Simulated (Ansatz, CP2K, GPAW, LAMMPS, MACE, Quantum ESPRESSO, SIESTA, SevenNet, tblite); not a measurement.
# CP2K runs on amorphous carbon (64 atoms), part 3 of 3

How do the settings of CP2K change the result for amorphous carbon (64 atoms)? A plane-wave run serves as the yardstick.

Program: CP2K 2026.2; the method stands at each step. Banners, paths, timers and routine set-up lines are dropped from the logs unmarked, and long logs keep their key lines alone; longer cuts are marked.

So far. Step 6 (LDA, DZVP-MOLOPT-SR, 450/50 Ry, diagonalisation): Against the first run (2.1 %), the force difference from the reference is 4.1 %, at 0.97 times the CPU time; the model has changed, so this is no error of the program alone. Step 7 (PBE, DZVP-MOLOPT-SR, 225/50 Ry, diagonalisation): Against the first run (2.1 %), the force difference from the reference is 2.9 %, at 0.88 times the CPU time: the grid matters here.

## Step 8: PBE, DZVP-MOLOPT-SR, 315/50 Ry, diagonalisation

Method: Kohn-Sham DFT, PBE, GTH-PBE pseudopotentials, Gaussian and plane waves, DZVP-MOLOPT-SR-GTH, diagonalisation.

Input file input.inp:

```
&GLOBAL
  PROJECT cell
  RUN_TYPE ENERGY_FORCE
  PRINT_LEVEL LOW
&END GLOBAL
&FORCE_EVAL
  METHOD QS
  STRESS_TENSOR ANALYTICAL
  &DFT
    BASIS_SET_FILE_NAME BASIS_MOLOPT
    POTENTIAL_FILE_NAME GTH_POTENTIALS
    &MGRID
      CUTOFF 315
      REL_CUTOFF 50
    &END MGRID
    &QS
      EPS_DEFAULT 1.0E-12
    &END QS
    &SCF
      SCF_GUESS ATOMIC
      EPS_SCF 5.0E-06
      MAX_SCF 200
      ADDED_MOS 28
      &DIAGONALIZATION
        ALGORITHM STANDARD
      &END DIAGONALIZATION
      &SMEAR ON
        METHOD FERMI_DIRAC
        ELECTRONIC_TEMPERATURE [K] 580
      &END SMEAR
      &MIXING
        METHOD BROYDEN_MIXING
        ALPHA 0.15
        NBROYDEN 12
      &END MIXING
      &PRINT
        &RESTART OFF
        &END RESTART
      &END PRINT
    &END SCF
    &XC
      &XC_FUNCTIONAL PBE
      &END XC_FUNCTIONAL
    &END XC
    &PRINT
      &MULLIKEN ON
      &END MULLIKEN
      &HIRSHFELD ON
        SHAPE_FUNCTION DENSITY
      &END HIRSHFELD
      &MO ON
        EIGENVALUES T
        OCCUPATION_NUMBERS T
        MO_INDEX_RANGE 117 140
        &EACH
          QS_SCF 0
        &END EACH
        ADD_LAST NUMERIC
      &END MO
    &END PRINT
  &END DFT
  &SUBSYS
    &CELL
      A 7.59030 0.00000 0.00000
      B 0.00000 7.59030 0.00000
      C 0.00000 0.00000 7.59030
    &END CELL
    &COORD
[... 64 atom lines left out: the same atoms as in the first run ...]
    &END COORD
    &KIND C
      BASIS_SET DZVP-MOLOPT-SR-GTH-q4
      POTENTIAL GTH-PBE-q4
    &END KIND
  &END SUBSYS
  &PRINT
    &FORCES ON
    &END FORCES
    &STRESS_TENSOR ON
    &END STRESS_TENSOR
  &END PRINT
&END FORCE_EVAL
```

On the command line:

```bash
OMP_NUM_THREADS=2 cp2k.psmp -i input.inp > output.txt
```

Numbers of over 12 decimals in the logs are rounded to 6 here.

What it wrote:

```text
CP2K| version string:                                       CP2K version 2026.2
 CP2K| Input file name                                                 input.inp
 GLOBAL| Basis set file name                                        BASIS_MOLOPT
 GLOBAL| Potential file name                                      GTH_POTENTIALS
[... lines left out ...]
 Number of electrons:                                                        256
[... lines left out ...]
  Step     Update method      Time    Convergence         Total energy    Change
[... lines left out ...]
  *** SCF run converged in    19 steps ***
[... lines left out ...]
  Fermi energy:                                                 0.345028
  Total energy:                                              -362.144796
  Total energy (extrapolated to T->0):                       -362.140739
[... lines left out ...]
 MO| E(Fermi):            0.345028 a.u.          9.388680 eV
[... lines left out ...]
 ENERGY| Total FORCE_EVAL ( QS ) energy [hartree]           -362.144961
[... lines left out ...]
 FORCES|      1 -2.04194894E-02  1.13414500E-02 -6.03019031E-04   2.33655230E-02
 FORCES|      2  5.08026255E-02  1.83796878E-02  2.30070291E-02   5.87200398E-02
 FORCES|      3 -1.75965426E-02  3.10019219E-03 -2.31018292E-02   2.92052053E-02
[...]
FORCES|     63 -1.81749214E-03 -1.81501423E-02 -3.89267004E-03   1.86516440E-02
 FORCES|     64 -5.46232221E-03 -2.17053270E-02 -3.11379019E-02   3.83474526E-02
 FORCES| Sum     1.40818085E-03  2.71214027E-03 -2.53218704E-04
 FORCES| Total atomic force                                       3.06639819E-03
 STRESS| Analytical stress tensor [bar]
 STRESS|                        x                   y                   z
 STRESS|      x       -1.25209779707E+05  -3.58518634649E+04  -1.58843534978E+04
 STRESS|      y       -3.58518634649E+04  -7.49865589287E+04  -1.68690099866E+04
 STRESS|      z       -1.58843534978E+04  -1.68690099866E+04   4.71320345391E+03
 STRESS| 1/3 Trace                                            -6.51610450607E+04
```

Run time: 2.7 min. Hardware: 2 threads of Arm Neoverse V1, shared host; peak memory 0.68 GiB.

Numbers from this run, and their distance from the reference:

```yaml
r_m_s_force_component: 1.272 eV/Å
r_m_s_difference_of_force_components: 27.79 meV/Å
longest_difference_of_force_vectors: 101.9 meV/Å
force_difference_over_r_m_s_force: 2.212 %
slope_of_forces_against_the_reference_s: 1.013
correlation_of_force_components: 0.9998
pressure: -6.516 GPa
pressure_difference: 0.8722 GPa
energy_less_the_same_level_run_s: 0.0213 meV/atom
r_m_s_force_difference_from_the_same_level_run: 10.48 meV/Å
```

Against the first run (2.1 %), the force difference from the reference is 2.2 %, at 1.1 times the CPU time.

## Step 9: PBE, DZVP-MOLOPT-SR, 450/30 Ry, diagonalisation

Method: Kohn-Sham DFT, PBE, GTH-PBE pseudopotentials, Gaussian and plane waves, DZVP-MOLOPT-SR-GTH, diagonalisation.

Changes to input.inp since step 8:

```diff
@@ -12,4 +12,4 @@
     &MGRID
-      CUTOFF 315
-      REL_CUTOFF 50
+      CUTOFF 450
+      REL_CUTOFF 30
     &END MGRID
@@ -67,5 +67,6 @@
     &END CELL
-    &COORD
-[... 64 atom lines left out: the same atoms as in the first run ...]
-    &END COORD
+    &TOPOLOGY
+      COORD_FILE_NAME structure.xyz
+      COORD_FILE_FORMAT XYZ
+    &END TOPOLOGY
     &KIND C
```

Input file structure.xyz:

```xyz
64

[... 64 atom lines left out: the same atoms as in the first run ...]
```

What it wrote:

```text
CP2K| version string:                                       CP2K version 2026.2
 CP2K| Input file name                                                 input.inp
 GLOBAL| Basis set file name                                        BASIS_MOLOPT
 GLOBAL| Potential file name                                      GTH_POTENTIALS
[... lines left out ...]
 Number of electrons:                                                        256
[... lines left out ...]
  Step     Update method      Time    Convergence         Total energy    Change
[... lines left out ...]
  *** SCF run converged in    19 steps ***
[... lines left out ...]
  Fermi energy:                                                 0.345025
  Total energy:                                              -362.145053
  Total energy (extrapolated to T->0):                       -362.140996
[... lines left out ...]
 MO| E(Fermi):            0.345025 a.u.          9.388609 eV
[... lines left out ...]
 ENERGY| Total FORCE_EVAL ( QS ) energy [hartree]           -362.145218
[... lines left out ...]
 FORCES|      1 -2.05944875E-02  1.13974409E-02 -7.93791660E-04   2.35513202E-02
 FORCES|      2  5.06575976E-02  1.80329928E-02  2.28336624E-02   5.84188083E-02
 FORCES|      3 -1.72932699E-02  3.19001283E-03 -2.34136851E-02   2.92819742E-02
[...]
FORCES|     63 -1.74759244E-03 -1.82894472E-02 -3.89448492E-03   1.87809737E-02
 FORCES|     64 -5.43910040E-03 -2.19054859E-02 -3.13698671E-02   3.86458625E-02
 FORCES| Sum     1.19120293E-04 -9.12268505E-05 -1.31747959E-04
 FORCES| Total atomic force                                       1.99673501E-04
 STRESS| Analytical stress tensor [bar]
 STRESS|                        x                   y                   z
 STRESS|      x       -1.25073146085E+05  -3.58601734385E+04  -1.58846273531E+04
 STRESS|      y       -3.58601734385E+04  -7.48383056104E+04  -1.68671507084E+04
 STRESS|      z       -1.58846273531E+04  -1.68671507084E+04   4.88546197691E+03
 STRESS| 1/3 Trace                                            -6.50086632396E+04
```

Wall time 1.9 min (2 threads); peak memory 1 GiB; 3.6 min of CPU time.

Compared with the plane-wave run:

```yaml
r_m_s_force_component: 1.273 eV/Å
r_m_s_difference_of_force_components: 26.98 meV/Å
longest_difference_of_force_vectors: 93.51 meV/Å
force_difference_over_r_m_s_force: 2.148 %
slope_of_forces_against_the_reference_s: 1.013
correlation_of_force_components: 0.9999
pressure: -6.501 GPa
pressure_difference: 0.8874 GPa
energy_less_the_same_level_run_s: -0.0881 meV/atom
r_m_s_force_difference_from_the_same_level_run: 0.574 meV/Å
```

This is a coarse setting, run to see what it loses.

Against the first run (2.1 %), the force difference from the reference is 2.1 %, at 0.75 times the CPU time: the change moves forces by 0.57 meV/Å r.m.s., so most of the difference comes from elsewhere.

## Step 10: PBE+D3(BJ), DZVP-MOLOPT-SR, 450/50 Ry, diagonalisation

Method: Kohn-Sham DFT, PBE+D3(BJ), GTH-PBE pseudopotentials, Gaussian and plane waves, DZVP-MOLOPT-SR-GTH, diagonalisation.

Changes to input.inp since step 9:

```diff
@@ -13,3 +13,3 @@
       CUTOFF 450
-      REL_CUTOFF 30
+      REL_CUTOFF 50
     &END MGRID
@@ -43,2 +43,10 @@
       &END XC_FUNCTIONAL
+      &VDW_POTENTIAL
+        POTENTIAL_TYPE PAIR_POTENTIAL
+        &PAIR_POTENTIAL
+          TYPE DFTD3(BJ)
+          PARAMETER_FILE_NAME dftd3.dat
+          REFERENCE_FUNCTIONAL PBE
+        &END PAIR_POTENTIAL
+      &END VDW_POTENTIAL
     &END XC
```

structure.xyz is that of step 9.

What it wrote:

```text
CP2K| version string:                                       CP2K version 2026.2
 CP2K| Input file name                                                 input.inp
 GLOBAL| Basis set file name                                        BASIS_MOLOPT
 GLOBAL| Potential file name                                      GTH_POTENTIALS
 GLOBAL| Run type                                                   ENERGY_FORCE
 GLOBAL| Total number of message passing processes                             1
 GLOBAL| Number of threads for this process                                    2
[... lines left out ...]
                        Smear method:                                FERMI_DIRAC
[... lines left out ...]
 Number of electrons:                                                        256
[... lines left out ...]
  Step     Update method      Time    Convergence         Total energy    Change
[... lines left out ...]
  *** SCF run converged in    19 steps ***
[... lines left out ...]
  Fermi energy:                                                 0.345027
  Total energy:                                              -362.564550
  Total energy (extrapolated to T->0):                       -362.560493
[... lines left out ...]
 MO| E(Fermi):            0.345027 a.u.          9.388671 eV
[... lines left out ...]
     64       C      1       4.000          3.985                         0.015
  Total Charge                                                           -0.000
 !-----------------------------------------------------------------------------!
 ENERGY| Total FORCE_EVAL ( QS ) energy [hartree]           -362.564716
 FORCES| Atomic forces [hartree/bohr]
 FORCES|   Atom     x               y               z               |f|
 FORCES|      1 -2.12016095E-02  1.21132381E-02 -9.61218040E-04   2.44369131E-02
 FORCES|      2  4.85804404E-02  1.88547764E-02  2.11779892E-02   5.62500579E-02
 FORCES|      3 -1.74528193E-02  3.09943120E-03 -2.39372801E-02   2.97859153E-02
[...]
FORCES|     63 -2.26451080E-03 -1.79644809E-02 -3.51718490E-03   1.84450853E-02
 FORCES|     64 -5.99187893E-03 -2.12388295E-02 -2.90003058E-02   3.64418472E-02
 FORCES| Sum     2.99272761E-05 -6.66505229E-05 -2.69066809E-05
 FORCES| Total atomic force                                       7.78582272E-05
 STRESS| Analytical stress tensor [bar]
 STRESS|                        x                   y                   z
 STRESS|      x       -1.40104981526E+05  -3.54378286908E+04  -1.47520481775E+04
 STRESS|      y       -3.54378286908E+04  -9.08772011161E+04  -1.66662117850E+04
 STRESS|      z       -1.47520481775E+04  -1.66662117850E+04  -4.85148095972E+03
 STRESS| 1/3 Trace                                            -7.86112212007E+04
```

The job ended after 2.5 min (2 threads; peak memory 1.1 GiB; 4.8 min of CPU time).

Against the reference:

```yaml
r_m_s_force_component: 1.291 eV/Å
r_m_s_difference_of_force_components: 71.79 meV/Å
longest_difference_of_force_vectors: 357.5 meV/Å
force_difference_over_r_m_s_force: 5.715 %
slope_of_forces_against_the_reference_s: 1.026
correlation_of_force_components: 0.9988
pressure: -7.861 GPa
pressure_difference: -0.4728 GPa
```

Against the first run (2.1 %), the force difference from the reference is 5.7 %, at 1.00 times the CPU time; the model has changed, so this is no error of the program alone.

## Step 11: GFN1-xTB, diagonalisation

Method: GFN1-xTB tight binding (the program's own implementation), diagonalisation.

Input file input.inp:

```
&GLOBAL
  PROJECT cell
  RUN_TYPE ENERGY_FORCE
  PRINT_LEVEL LOW
&END GLOBAL
&FORCE_EVAL
  METHOD QS
  STRESS_TENSOR ANALYTICAL
  &DFT
    &QS
      METHOD XTB
      &XTB
        GFN_TYPE 1
        DO_EWALD T
        CHECK_ATOMIC_CHARGES F
      &END XTB
    &END QS
    &SCF
      SCF_GUESS ATOMIC
      EPS_SCF 1.0E-06
      MAX_SCF 200
      ADDED_MOS 48
      &DIAGONALIZATION
        ALGORITHM STANDARD
      &END DIAGONALIZATION
      &SMEAR ON
        METHOD FERMI_DIRAC
        ELECTRONIC_TEMPERATURE [K] 580
      &END SMEAR
      &MIXING
        METHOD BROYDEN_MIXING
        ALPHA 0.15
        NBROYDEN 8
      &END MIXING
      &PRINT
        &RESTART OFF
        &END RESTART
      &END PRINT
    &END SCF
    &PRINT
      &MULLIKEN ON
      &END MULLIKEN
    &END PRINT
  &END DFT
  &SUBSYS
    &CELL
      A 7.59030 0.00000 0.00000
      B 0.00000 7.59030 0.00000
      C 0.00000 0.00000 7.59030
    &END CELL
    &COORD
[... 64 atom lines left out: the same atoms as in the first run ...]
    &END COORD
  &END SUBSYS
  &PRINT
    &FORCES ON
    &END FORCES
    &STRESS_TENSOR ON
    &END STRESS_TENSOR
  &END PRINT
&END FORCE_EVAL
```

On the command line:

```bash
OMP_NUM_THREADS=1 cp2k.psmp -i input.inp > output.txt
```

What it wrote:

```text
CP2K| version string:                                       CP2K version 2026.2
 CP2K| Input file name                                                 input.inp
 GLOBAL| Basis set file name                                           BASIS_SET
 GLOBAL| Potential file name                                           POTENTIAL
 GLOBAL| Run type                                                   ENERGY_FORCE
 GLOBAL| Total number of message passing processes                             1
 GLOBAL| Number of threads for this process                                    1
[... lines left out ...]
                        Smear method:                                FERMI_DIRAC
[... lines left out ...]
 Number of electrons:                                                        256
[... lines left out ...]
  Step     Update method      Time    Convergence         Total energy    Change
[... lines left out ...]
  Leaving inner SCF loop after reaching   200 steps.
  Core Hamiltonian energy:                                   -135.429719
  Repulsive potential energy:                                   1.503083
  Electronic energy:                                            0.000804754
  DFTB3 3rd order energy:                                      -4.65118e-05
  Dispersion energy:                                           -0.279791
  Correction for halogen bonding:                               0.000000
  Electronic entropic energy:                                  -0.00720605
  Fermi energy:                                                -0.344759
  Total energy:                                              -134.212875
  Total energy (extrapolated to T->0):                       -134.209272
 *   ___                                                                       *
 *  /   \                                                                      *
 * [ABORT]                                                                     *
 *  \___/     SCF run NOT converged. To continue the calculation regardless,   *
 *    |             please set the keyword IGNORE_CONVERGENCE_FAILURE.         *
 *  O/|                                                                        *
 * /| |                                                                        *
```

The job ended after 14 s (1 thread; peak memory 0.21 GiB).

The run stopped without converging, so its numbers are no property of the system.

## Step 12: All runs compared

Differences are against the plane-wave reference, forces as r.m.s. over components; share is that over the reference's r.m.s. force, slope the least-squares factor from reference forces to these. Total energies of different programs have different zeros and aren't compared.

| run | Δ force, r.m.s. (meV/Å) | share (%) | slope | Δ pressure (GPa) | cores | CPU time | memory (GiB) |
| --- | --- | --- | --- | --- | --- | --- | --- |
| reference | - | - | - | - | 4 | 14 s | 0.54 |
| CP2K PBE, DZVP-MOLOPT-SR, 450/50 Ry, diagonalisation | 27.0 | 2.15 | 1.013 | 0.872 | 2 | 4.8 min | 1.0 |
| CP2K PBE, SZV-MOLOPT-SR, 450/50 Ry, diagonalisation (coarse) | 525 | 41.8 | 1.327 | 8.58 | 1 | 2.5 min | 0.95 |
| CP2K PBE, TZVP-UZH, 450/50 Ry, diagonalisation | 35.3 | 2.81 | 1.011 | 2.18 | 4 | 7.6 min | 1.8 |
| CP2K PBE, TZV2P-UZH, 450/50 Ry, diagonalisation | 17.8 | 1.41 | 1.004 | 0.815 | 4 | 20 min | 2.0 |
| CP2K LDA, DZVP-MOLOPT-SR, 450/50 Ry, diagonalisation | 52.1 | 4.15 | 1.008 | -11.1 | 2 | 4.7 min | 1.0 |
| CP2K PBE, DZVP-MOLOPT-SR, 225/50 Ry, diagonalisation (coarse) | 36.9 | 2.94 | 1.013 | 0.885 | 2 | 4.2 min | 0.57 |
| CP2K PBE, DZVP-MOLOPT-SR, 315/50 Ry, diagonalisation (coarse) | 27.8 | 2.21 | 1.013 | 0.872 | 2 | 5.3 min | 0.68 |
| CP2K PBE, DZVP-MOLOPT-SR, 450/30 Ry, diagonalisation (coarse) | 27.0 | 2.15 | 1.013 | 0.887 | 2 | 3.6 min | 1.0 |
| CP2K PBE+D3(BJ), DZVP-MOLOPT-SR, 450/50 Ry, diagonalisation | 71.8 | 5.71 | 1.026 | -0.473 | 2 | 4.8 min | 1.1 |

Rows marked coarse were listed beforehand as settings not expected to be converged; some can still land near the reference.

CPU time is summed over cores on a shared host, where runs went side by side, so it is rough. Symmetry, cutoffs, thresholds, outputs and thread counts weren't matched or tuned between programs; memory under MPI is the largest rank's times the ranks.

Within one program, basis, potentials and functional, energies share a zero. Each run against its twin at the usual cutoff or grid and solver:

```csv
run,twin,Δ energy (meV/atom),"Δ force, r.m.s. (meV/Å)",CPU time over the twin's
"CP2K PBE, DZVP-MOLOPT-SR, 225/50 Ry, diagonalisation","DZVP-MOLOPT-SR, 450/50 Ry, diagonalisation",-0.242,26.5,0.88
"CP2K PBE, DZVP-MOLOPT-SR, 315/50 Ry, diagonalisation","DZVP-MOLOPT-SR, 450/50 Ry, diagonalisation",0.0213,10.5,1.1
"CP2K PBE, DZVP-MOLOPT-SR, 450/30 Ry, diagonalisation","DZVP-MOLOPT-SR, 450/50 Ry, diagonalisation",-0.0881,0.574,0.75
```

## Step 13: Results

| Item | Value |
| --- | --- |
| nearest in forces | CP2K PBE, TZV2P-UZH, 450/50 Ry, diagonalisation, 1.4 % |
| its CPU time | 20 min |

In words: The PBE runs in local orbitals, coarse settings apart, differ by 1.4 % (CP2K PBE, TZV2P-UZH, 450/50 Ry, diagonalisation) to 2.8 % (CP2K PBE, TZVP-UZH, 450/50 Ry, diagonalisation); basis, grid and potentials can all enter. Rows with another functional or a dispersion term differ by 4.1 % (CP2K LDA, DZVP-MOLOPT-SR, 450/50 Ry, diagonalisation) to 5.7 % (CP2K PBE+D3(BJ), DZVP-MOLOPT-SR, 450/50 Ry, diagonalisation), which mixes the change of model with differences of basis and potentials. Runs with settings chosen to be coarse differ by 2.1 % (CP2K PBE, DZVP-MOLOPT-SR, 450/30 Ry, diagonalisation) to 42 % (CP2K PBE, SZV-MOLOPT-SR, 450/50 Ry, diagonalisation), their programs' other errors included. None of the electronic-structure runs in the table takes under half the reference's CPU time of 14 s; they take 11 to 89 times as much. CP2K PBE, SZV-MOLOPT-SR, 450/50 Ry, diagonalisation stiffens the forces by a factor of 1.33 while following their directions (correlation 0.981); the slopes of the 9 CP2K runs lie between 1.00 and 1.33. In pressure, CP2K PBE, SZV-MOLOPT-SR, 450/50 Ry, diagonalisation misses by +8.6 GPa, at the same functional. The quench rate of 100 K/ps is many orders above laboratory rates, so the cell is likely richer in defects and strain than a real sample. The network of bonds at the start is that of the classical potential that made the cell, and needn't be the one that DFT or experiment would give. The reference's stress is far from hydrostatic: its diagonal is -13.3, -8.4, -0.4 GPa, compression counted positive. The reference's pressure of -7.4 GPa belongs to a cell and atoms that aren't relaxed at this level. The electronic-structure runs sample only Γ, in a cell whose shortest periodic width is 8 Å, which is coarse for a cell with partly filled levels.

[Also dropped from logs without a mark: logging warnings of Python, and SIESTA's first energy breakdown and zero terms.]

[Logs are printed without paths, hosts, clocks, repeated set-up lines and the standing remarks that a program may print on its own settings, such as how far it seeks lower states.]

[Hosts, paths, dates, database ids (printed as entryN), source tags and the programs' standing remarks are cut or masked in the printed files.]
